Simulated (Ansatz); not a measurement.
# Tunnelling from Al(111) to Al(111): the current at the widest gap

Three vacuum gaps between Al(111) and Al(111) are known. What current density flows at 0.25 V across 6.5 Å?

**Method.** Ansatz 0.2.0, plane waves with PAW datasets, LDA; a slab with two metal leads whose outer parts are reservoirs, with density and current solved under bias (Landauer, 300 K). The gap is counted from plane to plane of nuclei, and atoms stay on ideal sites.

The runs, with one result withheld:

| gap (Å) | drop between the leads' cuts at 0.25 V (V) | current density at 0.25 V (A/m²) |
| --- | --- | --- |
| 3.5 | 0.131 | 1.68×10¹⁴ |
| 4.5 | 0.219 | 4.73×10¹³ |
| 5.5 | 0.244 | 9.78×10¹² |
| 6.5 | 0.248 | ? |

**Fit on the rows shown.**

Tunnelling falls as exp(−βd). From 3.5 to 4.5 Å, β = ln(1.68×10¹⁴/4.73×10¹³)/1 = 1.27 Å⁻¹, and from 4.5 to 5.5 Å it is 1.58 Å⁻¹; the slope still steepens as the gap leaves contact, so the wider pair is taken. Then 9.78×10¹² × exp(−1.58 × 1). Predicted: 2.03×10¹² A/m².

**The withheld run.**

1.56×10¹² A/m², so the prediction is 30 % too high. The last step has β = 1.84 Å⁻¹, an apparent barrier ħ²β²/8m of 3.2 eV: the decay of this current is still steepening. The conductances at 0 V give β = 1.51 and 1.60 Å⁻¹ for the last two steps; at 6.5 Å that conductance times the bias is 1.4 times the current, an excess of like faces at zero bias that the bias removes, so it is the poorer guide to the barrier.

Caveats: On every other k-point the currents of these runs, at any bias, move by up to 2.8 %. A semilocal functional lacks the image potential's tail.
